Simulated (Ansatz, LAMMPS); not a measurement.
# Relaxing a frame of liquid mixture of sulfolane and H2O from 380 K (192 atoms), part 2 of 2

Aim: bring a frame of liquid mixture of sulfolane and H2O from 380 K (192 atoms) to a nearby minimum of the energy and see what moves.

Ansatz 0.2.0; Kohn-Sham DFT, PBE+D4, PAW (set soft_2), plane waves.

The cell: 28 O, 12 S, 48 C and 104 H. The network of contacts between molecules at the start is that of the classical potential that made the cell. The density was typed from a rule of thumb and may lie off the real one at this temperature. Only the Γ point is sampled, in a cell whose shortest periodic width is 13 Å.

So far, density (g/cm³): step 5 (structure statistics after relaxation) 1.17.

### Step 6. Single point at the relaxed geometry

The electronic structure is read at the final geometry, in a run of its own.

Contents of input.yaml:

```yaml
crystal:
  lattice:
    - [12.92274, 0.0, 0.0]
    - [0.0, 12.92274, 0.0]
    - [0.0, 0.0, 12.92274]
  atoms:
    - { symbol: O, position: [0.10257, 0.01659, 0.90501] }
    - { symbol: S, position: [0.10321, 0.1277, 0.88089] }
    - { symbol: O, position: [0.20288, 0.1816, 0.88597] }
    - { symbol: C, position: [0.00763, 0.19407, 0.9595] }
    - { symbol: C, position: [0.94771, 0.26061, 0.88279] }
    - { symbol: C, position: [0.93391, 0.19413, 0.78507] }
    - { symbol: C, position: [0.04098, 0.15211, 0.75748] }
    - { symbol: H, position: [0.95773, 0.1338, 0.99231] }
    - { symbol: H, position: [0.04877, 0.23432, 0.02162] }
    - { symbol: H, position: [0.99035, 0.33163, 0.86373] }
    - { symbol: H, position: [0.8732, 0.28466, 0.91507] }
    - { symbol: H, position: [0.88011, 0.13021, 0.8012] }
    - { symbol: H, position: [0.90216, 0.23953, 0.72091] }
    - { symbol: H, position: [0.08883, 0.2099, 0.71772] }
    - { symbol: H, position: [0.04099, 0.07988, 0.71333] }
    - { symbol: O, position: [0.54496, 0.90006, 0.24691] }
    - { symbol: S, position: [0.47518, 0.81705, 0.27964] }
    - { symbol: O, position: [0.36574, 0.84228, 0.29441] }
    - { symbol: C, position: [0.52649, 0.75182, 0.39338] }
    - { symbol: C, position: [0.52922, 0.63719, 0.36416] }
    - { symbol: C, position: [0.55747, 0.63128, 0.24861] }
    - { symbol: C, position: [0.48671, 0.70716, 0.19223] }
    - { symbol: H, position: [0.60378, 0.78455, 0.40667] }
    - { symbol: H, position: [0.47417, 0.76946, 0.45767] }
    - { symbol: H, position: [0.45269, 0.60267, 0.37789] }
    - { symbol: H, position: [0.58615, 0.59539, 0.41113] }
    - { symbol: H, position: [0.63898, 0.6532, 0.23812] }
    - { symbol: H, position: [0.54813, 0.55287, 0.21735] }
    - { symbol: H, position: [0.40801, 0.67665, 0.18338] }
    - { symbol: H, position: [0.51496, 0.73527, 0.11746] }
    - { symbol: O, position: [0.75787, 0.87881, 0.43802] }
    - { symbol: S, position: [0.78648, 0.98817, 0.43151] }
    [... 154 atom lines left out ...]
    - { symbol: O, position: [0.83419, 0.13388, 0.17804] }
    - { symbol: H, position: [0.84721, 0.08761, 0.23676] }
    - { symbol: H, position: [0.82122, 0.0888, 0.11888] }
    - { symbol: O, position: [0.06893, 0.41801, 0.64067] }
    - { symbol: H, position: [0.9941, 0.40689, 0.63497] }
    - { symbol: H, position: [0.07618, 0.45039, 0.70862] }
kpoints:
  mp_grid: { grid: [1, 1, 1] }
hamiltonian:
  xc: pbe
  dispersion: d4
scf:
  occupations: { method: fermi_dirac, width: 0.025 }
output:
  forces: true
  stress: true
  populations: true
  dos:
    method: { smearing: { sigma: 0.08 } }
    de: 0.1
    projected: { site_lists: { C: [C], H: [H], O: [O], S: [S] } }
  eigenvalues: true
  write_density: true
  write_potential: true
  volumetric_format: npy
```

Launch:

```sh
$ ansatz run input.yaml --threads 4 --pin off --max-ram 8192MiB --backend cpu --events-out ev --progress --plain --runs-dir out
```

It took 39 s on 4 threads of Intel Xeon Platinum 8259CL at 2.50GHz (Skylake/Cascade Lake), shared host; peak memory 3 GiB.

The program notes that the exchange-correlation potential is rough where the density is thin.

Read from the output:

```yaml
free_energy: -40421.9578 eV
free_energy_per_atom: -210.5310 eV/atom
scf_cycles: 11
pressure: -0.3388 GPa
r_m_s_force_component: 0.00662 eV/Å
longest_force: 0.05528 eV/Å
fermi_energy: 1.448 eV
spacing_of_highest_filled_and_lowest_empty_level: 5.189 eV
spilling_of_the_projection: 0.01787
```

Löwdin charges by element and coordination (they lack the spilled electrons, 0.050 e an atom on average):

```
element  coordination  atoms  mean charge (e)  spread   least    most
      C           all     48           -0.363  0.0939  -0.470  -0.259
      H           all    104            0.225  0.0504   0.176   0.399
      O           all     28           -0.750  0.0086  -0.766  -0.729
      O             1     24           -0.753  0.0066  -0.766  -0.739
      O             2      4           -0.736  0.0041  -0.739  -0.729
      S           all     12             2.05  0.0053    2.04    2.06
```

Density of states as counts of states in windows of 1 eV (from the Fermi level), total and the larger projections:

```
from (eV)  to (eV)  total   C p   O p   H s   S p  C s
      -14      -13   22.6   4.1   0.5   3.3   1.9  7.7
      -13      -12    0.0   0.0   0.0   0.0   0.0  0.0
      -12      -11    7.7   2.3   0.2   2.0   0.8  2.3
      -11      -10   40.3  10.9   3.2   9.2   1.9  9.2
      -10       -9    3.6   0.8   1.5   0.8   0.3  0.0
       -9       -8   52.4  22.1  11.6   8.4   5.1  0.4
       -8       -7   51.1  18.7  13.4   8.7   5.6  0.9
       -7       -6   45.1  18.7  12.0   6.6   5.1  0.6
       -6       -5   65.5  40.0   8.6  14.4   0.4  0.6
       -5       -4   55.1  21.6  19.8  11.3   0.2  0.3
       -4       -3   64.1   8.2  49.3   3.8   0.6  0.2
       -3       -2   23.2   5.9  15.3   0.9   0.2  0.2
       -2        2    0.0   0.0   0.0   0.0   0.0  0.0
        2        3    2.7   0.2   0.0   1.0   0.1  0.4
        3        4   34.1   3.6   2.9   8.7   4.8  2.9
        4        5   72.4  13.4   7.3  11.9  13.5  3.9
```

The curve was stored every 0.100 eV, coarse against its broadening of 0.08 eV, so these counts are rough.

Between -24 and -14 eV lie 105 more states.

The levels nearest the highest filled one (over half full), pooled over k-points and spins:

```
level less the highest filled one (eV)  occupation
                                -0.272           2
                                -0.245           2
                                -0.204           2
                                -0.191           2
                                -0.152           2
                                     0           2
                                  5.19           0
                                  5.61           0
                                  5.69           0
                                  5.80           0
                                  5.85           0
                                  5.92           0
```

Electrostatic potential energy in the ac plane at fractional y = 0.132, with atoms of S and H and C and O within 0.2 Å of it. With pseudopotentials it is smooth inside the atoms' cores, unlike the true potential.

Values in eV, 13 rows by 16 columns, each cell a mean:
```
 -4 -12  -6   4   6   5  -3  -5  -3   2   4   4   5   6   3 -10
 -8 -36 -29  -8   6   4 -12  -1   4   4   5   5   5   5   4   3
-18 -17  -3   5   6   5   5   5   5   5   6   6   5  -2 -16  -2
-20  -9   5   6   6   5   5   6   6   6   6   4   5   5   3   1
  5   5   5   0   0   5   5   5   6   6   4 -16  -2   5   5   5
  6   3   2 -13 -14   2   4   5   5   1  -8 -30 -24   3   5   6
  5   4   4   5   3  -3  -7   6   5  -8 -28  -4   0   4   5   6
  5   3   1   6   6   1  -6   6   6   4  -1  -2   4   5   6   6
  6 -13 -35   1   5   6   6   6   6   5   0 -16   4   5   6   6
  5  -7 -34 -22  -3  -4   3   5   5   5   5   5   5   0   4   6
  4  -3 -25 -15  -3 -12   1   4   5   5   5   6  -4 -37  -2   6
  4   4   4   4   4   4   4 -11  -6   3   3   4   3  -6   5   5
  2   4   5   5   5   5   4  -8 -38  -7   4   5   5   5   3  -8
```
Columns run along a (12.9 Å; values clipped at the 3rd and 97th percentile), rows up along c (12.9 Å). Atoms in or near the plane, at fractional coordinates: S at (0.10, 0.88), H at (0.96, 0.99), H at (0.88, 0.80), C at (0.74, 0.57), H at (0.72, 0.65), H at (0.70, 0.35), O at (0.13, 0.34), S at (0.16, 0.23), H at (0.35, 0.21), C at (0.52, 0.03), H at (0.41, 0.90), H at (0.48, 0.10), O at (0.83, 0.18).

Valence density in the ac plane at fractional y = 0.132, with atoms of S and H and C and O within 0.2 Å of it. It is the smooth field of the valence electrons, not physical close to the nuclei.

Ten steps, logarithmic in the rise over the least value, from '0' (0.0 e/Å³) to '9' (6.5 e/Å³), each cell a mean:
```
544332221100013455554311111111001466
455555554210135654321100111000001234
356546666410135643211000000000011112
356655554310012221111110000000234322
566653221100000001123320000001366544
676531000000000000233321000001245545
566421000000000000112210011000112234
333210011210000000000001244310000011
011101246642100000000001366532100000
011112368864210000001123467653211000
123332357754221100012455667764211000
123322123333454310024677655542110000
122210001123677531013566542211000000
011222110013577521001234443100000000
012577531001233210000124564210000000
014799742000000000000013565210000000
013688753211110000000001232100000000
002466555444431000000000000123331000
002455465556652100000000001257864100
001345554445542100000000001369985200
011223322122211123321111111257864200
001111111111000256653222210123431000
111000000110000246766432110001100122
432100000000001246676421000011001355
```
Columns run along a (12.9 Å), rows up along c (12.9 Å). Atoms in or near the plane, at fractional coordinates: S at (0.10, 0.88), H at (0.96, 0.99), H at (0.88, 0.80), C at (0.74, 0.57), H at (0.72, 0.65), H at (0.70, 0.35), O at (0.13, 0.34), S at (0.16, 0.23), H at (0.35, 0.21), C at (0.52, 0.03), H at (0.41, 0.90), H at (0.48, 0.10), O at (0.83, 0.18).

Mean Löwdin charges: C -0.36, H +0.22, O -0.75, S +2.05 e (they miss 1.8 % of the electrons, so they add up to more than the cell's charge). The largest share in the top eV of filled states is O p (75 % of the projected weight), and in the lowest eV of empty states H s (41 % of the projected weight).

Local excerpt of 9 atoms (numbers count through the whole input) about S122, one of the 12 S atoms; x, y, z are measured from there.

```
atom      x      y      z  distance (Å)  bonds  Löwdin charge (e)
S122   0.00   0.00   0.00          0.00      4               2.05
O123   0.29  -0.76  -1.21          1.46      1              -0.75
O121  -0.48   1.38  -0.16          1.47      1              -0.76
C127   1.41  -0.06   1.14          1.82      4              -0.45
C124  -1.15  -0.93   1.06          1.82      4              -0.45
H134   2.10  -0.80   0.73          2.36      1               0.22
H128  -1.85  -0.20   1.48          2.38      1               0.22
H135   1.88   0.93   1.13          2.38      1               0.23
H129  -1.70  -1.63   0.43          2.40      1               0.23
```

The column of bonds counts only the pairs H-C within 1.34 Å, H-O within 1.21 Å, C-C within 1.85 Å, C-S within 2.21 Å, O-S within 1.88 Å; other neighbours, such as metal atoms beside each other in a compound, aren't counted, and periodic images can show an atom twice.

### Step 7. Outcome

| Property | Result |
| --- | --- |
| energy change in the relaxation | -57.42 meV/atom |
| r.m.s. displacement | 0.821 Å |
| largest displacement | 1.79 Å |
| free energy per atom | -210.5310 eV/atom |
| pressure | -0.3388 GPa |
| r.m.s. force component | 0.00662 eV/Å |
| gap (highest filled to lowest empty level) | 5.189 eV |
| wall time of the 3 DFT runs | 15 min |

**Reading.** Relaxation lowers the energy by 57.4 meV/atom and moves atoms by 0.82 Å r.m.s.; the r.m.s. force component goes from 0.98 to 0.0066 eV/Å, the pressure goes from 3.0 to -0.34 GPa, and the gap from 4.68 to 5.19 eV. By the final cutoffs no bond was broken or made. First to last step the energy falls by 11.025 eV; the largest move, 1.79 Å, is that of H75. The C-S bonds change most in mean length: from 1.763 Å (spread 0.040) to 1.817 Å (spread 0.006). With the cutoffs above, all C atoms have 4, all H atoms have 1, 86 % of O atoms have 1 and all S atoms have 4 bonded neighbours. Between filled and empty levels lie 5.19 eV (at Γ alone); a semilocal functional tends to put such gaps too low. In a disordered cell it changes from sample to sample and from frame to frame.

**Limits.** The network of contacts between molecules at the start is that of the classical potential that made the cell; in DFT atoms moved by 0.82 Å r.m.s.

[Logs are printed without paths, hosts, clocks, repeated set-up lines and the standing remarks that a program may print on its own settings, such as how far it seeks lower states.]

[Hosts, paths, dates, database ids (printed as entryN), source tags and the programs' standing remarks are cut or masked in the printed files.]
